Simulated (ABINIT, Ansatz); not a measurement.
# PbF2 (Fluorocronite): zone-centre phonons

Wanted: the vibrations of PbF2 (Fluorocronite) at Γ, by two programs.

Main program and level: ABINIT 10.8.3; DFT LDA, scalar-relativistic, plane waves, PseudoDojo norm-conserving pseudopotentials.

Report form: the programs' logs are mostly left out.

The database entry behind the starting cell differs from later determinations by our own check (0.1 to 0.3 % short, probably kX units), so it need not match the best structure at ambient conditions.

**1. Starting point**

Symmetry: Fm-3m, No. 225, cubic system. Conventional cell: a = 5.812 Å, b = 5.812 Å, c = 5.812 Å, α = 90.00°, β = 90.00°, γ = 90.00°. Nearest to Pb lie 8 F at 2.52 Å. Nearest to F lie 4 Pb at 2.52 Å. Farther neighbours and most contacts between anions are not listed.

**2. Relaxing the cell and atoms**

The harmonic expansion needs vanishing forces, and a free crystal bears no stress, so cell and atoms are brought to rest. Stress is more sensitive to the basis than forces are: the last 3 Ha under the cutoff are smoothed with ecutsm, and the cutoff is raised above that of the later runs.

The starting cell comes from a relaxation made beforehand in Ansatz (LDA, PseudoDojo NC).

relax.abi reads:

```
# relaxation
ionmov 2
optcell 2
dilatmx 1.08
ntime 40
tolmxf 1.0d-05
tolvrs 1.0d-14
prtwf 0
prtden 0
chksymtnons 0

# basis, mesh and filling
ecut 42.0
ecutsm 3.0
ngkpt 6 6 6
nshiftk 1
shiftk 0.0 0.0 0.0
istwfk *1
occopt 1
nband 14
nstep 100
diemac 9.0
prtebands 0
prtgsr 0
useylm 1

# cell and atoms
acell 3*1.0 Angstrom
rprim 
    0.0 2.90598829 2.90598829
    2.90598829 0.0 2.90598829
    2.90598829 2.90598829 0.0
ntypat 2
znucl 82 9
natom 3
typat 1 2 2
xred 
    0.0 0.0 0.0
    0.25 0.25 0.25
    0.75 0.75 0.75
pp_dirpath "./pseudo"
pseudos "Pb.upf, F.upf"
```

Command:

```bash
OMP_NUM_THREADS=1 mpirun -n 4 abinit relax.abi > relax.log
```

Run time: 63 s. Hardware: 4 MPI ranks of Intel Xeon at 2.70GHz, shared host; 4.1 min of CPU time.

Little changed from the start: no atom moved by 0.005 Å and no cell edge by 0.1 %.

This step gave:

```yaml
volume_per_atom: 16.36 Å³
pressure: 9.74e-7 GPa
```

**3. Self-consistent run for the response**

First-order wavefunctions inherit every error of the ground state, hence the very tight tolvrs. The mesh is shifted off Γ, since shifted meshes converge sums over the zone faster.

gs.abi reads:

```
# ground state
tolvrs 1.0d-16
prtden 1
prtwf 1

# basis, mesh and filling
ecut 34.0
ngkpt 6 6 6
nshiftk 4
shiftk 
    0.5 0.5 0.5
    0.5 0.0 0.0
    0.0 0.5 0.0
    0.0 0.0 0.5
istwfk *1
occopt 1
nband 14
nstep 100
diemac 9.0
prtebands 0
prtgsr 0
useylm 1

# cell and atoms
acell 3*1.0 Angstrom
rprim 
    0.0 2.90587563 2.90587563
    2.90587563 0.0 2.90587563
    2.90587563 2.90587563 0.0
ntypat 2
znucl 82 9
natom 3
typat 1 2 2
xred 
    0.0 0.0 0.0
    0.25 0.25 0.25
    0.75 0.75 0.75
pp_dirpath "./pseudo"
pseudos "Pb.upf, F.upf"
```

Command:

```bash
OMP_NUM_THREADS=1 mpirun -n 4 abinit gs.abi > gs.log
```

Wall time 41 s (4 MPI ranks).

Numbers from this step:

```yaml
pressure: -2.523 GPa
```

The cell stands at -2.5 GPa: the relaxation ran with a smoothed and higher cutoff and on another k mesh.

**4. Empty bands**

Empty bands on the ground state's density check that the gap assumed so far is there in this cell.

gap.abi reads:

```
# empty bands on the ground state's density
iscf -2
getden_filepath "gso_DEN"
tolwfr 1.0d-12
nbdbuf 2
prtwf 0

# basis, mesh and filling
ecut 34.0
ngkpt 8 8 8
nshiftk 1
shiftk 0.0 0.0 0.0
istwfk *1
occopt 1
nband 18
nstep 100
diemac 9.0
prtebands 0
prtgsr 0
useylm 1

# cell and atoms
acell 3*1.0 Angstrom
rprim 
    0.0 2.90587563 2.90587563
    2.90587563 0.0 2.90587563
    2.90587563 2.90587563 0.0
ntypat 2
znucl 82 9
natom 3
typat 1 2 2
xred 
    0.0 0.0 0.0
    0.25 0.25 0.25
    0.75 0.75 0.75
pp_dirpath "./pseudo"
pseudos "Pb.upf, F.upf"
```

Command:

```bash
OMP_NUM_THREADS=1 mpirun -n 4 abinit gap.abi > gap.log
```

Elapsed: 12 s, on 4 MPI ranks.

This step gave:

```
gap on the k-mesh : 4.253 eV
```

In this cell the gap on the mesh is 4.3 eV, indirect (smallest direct 4.4 eV), so fixed occupations hold.

**5. Zone-centre response**

The derivative of the wavefunctions by k comes first, since the response to a field is built on it; then the field and the displacements that symmetry doesn't supply are solved at q = 0.

It reads the wavefunctions written in step 3.

dfpt_gamma.abi reads:

```
ndtset 2

# common to the responses
getwfk_filepath "gso_WFK"
kptopt 2
nqpt 1
qpt 0.0 0.0 0.0
asr 0
chneut 0

# d/dk
rfelfd1 2
rfdir1 1 1 1
iscf1 -3
tolwfr1 1.0d-20

# displacements, field
rfphon2 1
rfatpol2 1 3
rfdir2 1 1 1
rfelfd2 3
getddk2 1
tolvrs2 1.0d-10
prtwf2 0

# basis, mesh and filling
ecut 34.0
ngkpt 6 6 6
nshiftk 4
shiftk 
    0.5 0.5 0.5
    0.5 0.0 0.0
    0.0 0.5 0.0
    0.0 0.0 0.5
istwfk *1
occopt 1
nband 14
nstep 100
diemac 9.0
prtebands 0
prtgsr 0
useylm 1

# cell and atoms
acell 3*1.0 Angstrom
rprim 
    0.0 2.90587563 2.90587563
    2.90587563 0.0 2.90587563
    2.90587563 2.90587563 0.0
ntypat 2
znucl 82 9
natom 3
typat 1 2 2
xred 
    0.0 0.0 0.0
    0.25 0.25 0.25
    0.75 0.75 0.75
pp_dirpath "./pseudo"
pseudos "Pb.upf, F.upf"
```

Command:

```bash
OMP_NUM_THREADS=1 mpirun -n 4 abinit dfpt_gamma.abi > dfpt_gamma.log
```

Wall time 27 min (4 MPI ranks); 1.8 h of CPU time.

Numbers from this step:

| Item | Value |
| --- | --- |
| miss of the charge sum rule | 0.001940 e |
| largest acoustic frequency at the zone centre before the sum rule | 0.28 cm⁻¹ |
| highest optical zone-centre mode (no LO-TO term) | 260.0 cm⁻¹ |
| lowest optical zone-centre mode | 131.1 cm⁻¹ |
| mean high-frequency dielectric constant | 3.444 |
| largest Born charge in size (third of the trace) | 3.226 e |

Born charge (rows field, columns displacement), before the sum rule (e), principal values of the symmetric part by kind of site:

| atom | atoms with these values | low | middle | high | mean |
| --- | --- | --- | --- | --- | --- |
| Pb1 | 1 | 3.23 | 3.23 | 3.23 | 3.23 |
| F2 | 2 | -1.61 | -1.61 | -1.61 | -1.61 |

In full for F2:

```
-1.61  0.00  0.00
 0.00 -1.61  0.00
 0.00  0.00 -1.61
```

High-frequency dielectric tensor:

```
3.44 0.00 0.00
0.00 3.44 0.00
0.00 0.00 3.44
```

The acoustic modes at Γ come out as far as 0.3 cm⁻¹ from zero, where they should vanish, a small numerical error; the Born charges miss their sum rule by 0.0019 e, which is good.

**6. Modes with the sum rule**

anaddb reads the merged derivatives, imposes the acoustic sum rule and charge neutrality, and adds the LO-TO term along chosen directions.

anaddb.abi reads:

```
ddb_filepath "gamma_DDB"
output_file "anaddb.abo"
outdata_prefix "anaddb"
asr 1
chneut 1
enunit 2
eivec 1
nph1l 1
qph1l 0.0 0.0 0.0 1.0
dieflag 1
nph2l 3
qph2l 
    1.0 0.0 0.0 0.0
    0.0 0.0 1.0 0.0
    1.0 1.0 1.0 0.0
```

mrgddb.in reads:

```
gamma_DDB
merged
2
dfpt_gammao_DS2_DDB
gso_DDB
```

Command:

```bash
mrgddb < mrgddb.in > mrgddb.log
OMP_NUM_THREADS=1 anaddb anaddb.abi > anaddb.log
```

It took 0.77 s on 1 thread.

This step gave:

```
miss of the charge sum rule          : 0.00194 e
mean static dielectric constant      : 22.33
highest mode moved by the LO-TO term : 333.9 cm⁻¹
```

No LO-TO term; unit eigenvectors of the mass-weighted matrix, from anaddb's displacements. The modes at Γ (shares of kinetic energy by element, %):

| mode | frequency (cm⁻¹) | symmetry | Pb % | F % |
| --- | --- | --- | --- | --- |
| 1 | 0.0 | acoustic | 85 | 15 |
| 2 | 0.0 | acoustic | 85 | 15 |
| 3 | 0.0 | acoustic | 85 | 15 |
| 4 | 131.1 | T1u | 15 | 85 |
| 5 | 131.1 | T1u | 15 | 85 |
| 6 | 131.1 | T1u | 15 | 85 |
| 7 | 260.0 | T2g | 0 | 100 |
| 8 | 260.0 | T2g | 0 | 100 |
| 9 | 260.0 | T2g | 0 | 100 |

Displacements in mode 4 (131.1 cm⁻¹), the largest set to 1:
```
Pb1  0.00  0.00 -0.18
F2   0.00  0.00  1.00
F3   0.00  0.00  1.00
```

Displacements in mode 7 (260.0 cm⁻¹), the largest set to 1:
```
Pb1  0.00  0.00  0.00
F2   0.00  0.00  1.00
F3   0.00  0.00 -1.00
```

Trace of the oscillator strength, degenerate modes summed. Lines of the infrared spectrum (strongest = 100):

| position (cm⁻¹) | lines merged | IR intensity, relative |
| --- | --- | --- |
| 131 | 3 | 100 |
| 260 | 3 | 0.0 |

Static dielectric tensor (ions relaxed, fixed cell):

```
22.33  0.00  0.00
 0.00 22.33  0.00
 0.00  0.00 22.33
```

The rule moves no optical mode by more than 0.1 cm⁻¹.

**7. Cross-check with Ansatz**

The same cell goes through another code at the same cutoff. The files are of one family, but Ansatz's library holds files of its own making for some heavy elements, so those for Pb may differ. Its k mesh is centred on Γ.

This step: DFT LDA, scalar-relativistic, plane waves, norm-conserving pseudopotentials of its library (PseudoDojo's, some remade) (Ansatz 0.2.0).

input.yaml reads:

```yaml
crystal:
  lattice:
    - [0.0, 2.9058756302, 2.9058756302]
    - [2.9058756302, 0.0, 2.9058756302]
    - [2.9058756302, 2.9058756302, 0.0]
  atoms:
    - { symbol: Pb, position: [0.0, 0.0, 0.0] }
    - { symbol: F, position: [0.25, 0.25, 0.25] }
    - { symbol: F, position: [0.75, 0.75, 0.75] }
kpoints:
  mp_grid: { grid: [8, 8, 8] }
hamiltonian:
  xc: lda
  pseudopotentials: { kind: nc, accuracy: standard }
scf:
  occupations: { method: fixed }
output:
  eigenvalues: true
basis:
  ecutwfc: 925.187
phonons:
  method: dfpt
  dielectric: true
  rigid_motions: translations
```

Command:

```bash
ansatz run input.yaml --threads 4 --pin off --max-ram 8192MiB --backend cpu --events-out ev --progress --plain --runs-dir out
```

Run time: 37 s. Hardware: 4 threads; peak memory 1.2 GiB.

Numbers from this step:

| Property | Result |
| --- | --- |
| gap on the k-mesh | 4.254 eV |
| sum-rule residual before enforcement | 1.49e-4 eV/Å² |
| miss of the charge sum rule | 2.68e-5 e |
| mean high-frequency dielectric constant | 3.443 |
| mean static dielectric constant | 22.34 |
| highest mode moved by the LO-TO term | 334.0 cm⁻¹ |

Transverse modes. Lines of the infrared spectrum (strongest = 100):

| position (cm⁻¹) | label | IR intensity ((D/Å)²/amu), degenerate modes summed, relative |
| --- | --- | --- |
| 131 | T1u | 100 |
| 260 | T2g | 0.0 |

**8. The two compared: ABINIT PseudoDojo and Ansatz, library NC**

Worked out from the results:

| Property | Result |
| --- | --- |
| root-mean-square difference | 0.01 cm⁻¹ |
| largest difference | 0.02 cm⁻¹ |

Frequencies side by side, by row:

| q (reciprocal lattice) | mode | ABINIT PseudoDojo (cm⁻¹) | Ansatz, library NC (cm⁻¹) |
| --- | --- | --- | --- |
| 0 0 0 | 1 | 0 | 0 |
| 0 0 0 | 2 | 0 | 0 |
| 0 0 0 | 3 | 0 | 0 |
| 0 0 0 | 4 | 131.1 | 131.1 |
| 0 0 0 | 5 | 131.1 | 131.1 |
| 0 0 0 | 6 | 131.1 | 131.1 |
| 0 0 0 | 7 | 260 | 260 |
| 0 0 0 | 8 | 260 | 260 |
| 0 0 0 | 9 | 260 | 260 |

The two runs side by side. Further quantities:

| quantity | ABINIT PseudoDojo | Ansatz, library NC |
| --- | --- | --- |
| mean ε∞ | 3.444 | 3.443 |
| largest Born charge in size (e; the first before, the second after the charge sum rule) | 3.226 | 3.226 |
| summed IR intensity ((D/Å)²/amu) | 22.42 | 22.43 |

At the zone centre the largest difference (acoustic modes at Γ apart) is 0.008 % of the highest mode.

**9. What came out**

```
space group after relaxation                                           : Fm-3m
volume per atom                                                        : 16.4 Å³
highest optical zone-centre mode (no LO-TO term)                       : 260.0 cm⁻¹
lowest optical zone-centre mode                                        : 131.1 cm⁻¹
highest mode moved by the LO-TO term                                   : 333.9 cm⁻¹
mean high-frequency dielectric constant                                : 3.44
largest Born charge in size (third of the trace)                       : 3.23 e
mean static dielectric constant                                        : 22.3
imaginary optical modes at the zone centre (no q mesh in this session) : none
largest difference from Ansatz, library NC                             : 0.02 cm⁻¹
```

At the LDA level the optical modes of PbF2 (Fluorocronite) at the zone centre (no LO-TO term) run from 131 to 260 cm⁻¹. The base run prints -2.5 GPa, mostly the error of a finite basis; the relaxation, with a smoothed and higher cutoff, had brought the cell to rest. An error of this size shows a cutoff that is short for these files. Along the directions run, the highest mode that the macroscopic field moves lies at 334 cm⁻¹. Lattice motion raises the mean dielectric constant from 3.444 to 22.33. The Born charge of Pb is 3.226 e against a formal charge of +2: displacements drive charge along the bonds, a mark of mixed ionic and covalent bonding and of large LO-TO splittings. ABINIT PseudoDojo and Ansatz, library NC agree to 0.02 cm⁻¹ (0.008 % of the highest mode compared) on all solved modes but the acoustic ones at Γ, without the LO-TO term. These are harmonic frequencies at zero temperature: anharmonic shifts and linewidths and thermal expansion are left out. Spin-orbit coupling is left out, which can matter for the heavy elements here. Ansatz warns that the cutoff lies 19 % under the one recommended for these files; agreement at one cutoff is not convergence.

[Host names and launcher messages were left out of these logs when they were recorded.]

[Logs are printed without paths, hosts, clocks, repeated set-up lines and the standing remarks that a program may print on its own settings, such as how far it seeks lower states.]

[Hosts, paths, dates, database ids (printed as entryN), source tags and the programs' standing remarks are cut or masked in the printed files.]
